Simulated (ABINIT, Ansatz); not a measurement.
# Calculated records

## SnF4 (I4/mmm): one start, several treatments of the self-energy

The structure is tetragonal, space group I4/mmm (No. 139). Conventional cell: a = 4.050 Å, b = 4.050 Å, c = 7.930 Å, α = 90.00°, β = 90.00°, γ = 90.00°. Sn has 6 F at 1.88 to 2.03 Å nearest. F has 1 Sn at 1.88 Å nearest. Nearest to F lie 2 Sn at 2.03 Å. Farther neighbours, and contacts between anions beyond the nearest, are not listed.

```
Sn F
1.0
    -2.02500    2.02500    3.96500
     2.02500   -2.02500    3.96500
     2.02500    2.02500   -3.96500
Sn F
1 4
Direct
  0.00000 0.00000 0.00000
  0.23700 0.23700 0.00000
  0.76300 0.76300 0.00000
  0.50000 0.00000 0.50000
  0.00000 0.50000 0.50000
```

| Item | Value |
| --- | --- |
| method | RPA screening on PBEsol, plane waves, norm-conserving pseudopotentials (and 3 further levels or steps) |
| program | ABINIT 10.8.3 |
| settings | cutoff 38 Ha, PseudoDojo scalar-relativistic 0.4 stringent, norm-conserving, potential set dojo-sr-pbesol-0.4-stringent, ngkpt (4, 4, 4), nband 104, ecuteps 5.2 Ha, gwcalctyp 2, nfreqre 16, nfreqim 8, inclvkb 2, freqremax 40 eV, spmeth 1, nomegasf 120, shiftk (0, 0, 0), symchi 1, awtr 1, frequency cd, 4×4×4 k-mesh |
| cost | 8 runs, 26 min in all on 8 MPI ranks of Arm Neoverse N1, shared host |
| notes | The program’s warnings: Min real frequency set to default [Ha] = and nkpt*nsppol () is not a multiple of nproc spkpt (). The cell and positions come from the Crystallography Open Database and are kept as given unless a step says otherwise. Limits: no spin-orbit coupling. |
| G0W0, Godby-Needs plasmon pole | 7.137 eV |
| G0W0, Hybertsen-Louie plasmon pole | 7.663 eV |
| G0W0, Engel-Farid plasmon pole | 7.141 eV |
| one-shot Hartree-Fock | 15.751 eV |
| G0W0, contour deformation | 6.980 eV |
| known limits | short of the basis limit; no spin-orbit coupling |

G0W0, Hybertsen-Louie plasmon pole: +0.526 eV against G0W0, Godby-Needs plasmon pole. G0W0, Engel-Farid plasmon pole: +0.004 eV against G0W0, Godby-Needs plasmon pole.

[Long decimals in the printed logs are rounded to 6 places.]

[Logs are printed without paths, hosts, clocks, repeated set-up lines and the standing remarks that a program may print on its own settings, such as how far it seeks lower states.]

[Paths, hosts, dates, memory and timing lines, banners, echoed tables and standing remarks are left out of the program output; an Ansatz launch command may be rebuilt from the run's recorded settings. Measured values are a selection of at most five: reports struck by readers or far from the other reports are left out. None is set beside runs whose start may be inverted or whose files or cutoffs have a known fault.]

[Runs of the session that timed out or met a known fault of the program may be left out.]

[Hosts, paths, dates, database ids (printed as entryN), source tags and the programs' standing remarks are cut or masked in the printed files.]

[G0W0 gaps are taken among the corrected bands and points alone; a level outside them can change the order at an edge.]

[Where Ansatz stands beside ABINIT at settings called matched, ABINIT's density can come from a denser mesh and the files from another edition; pairs whose starting gaps differed by over 0.03 eV were left out, so agreement reads better than it is.]
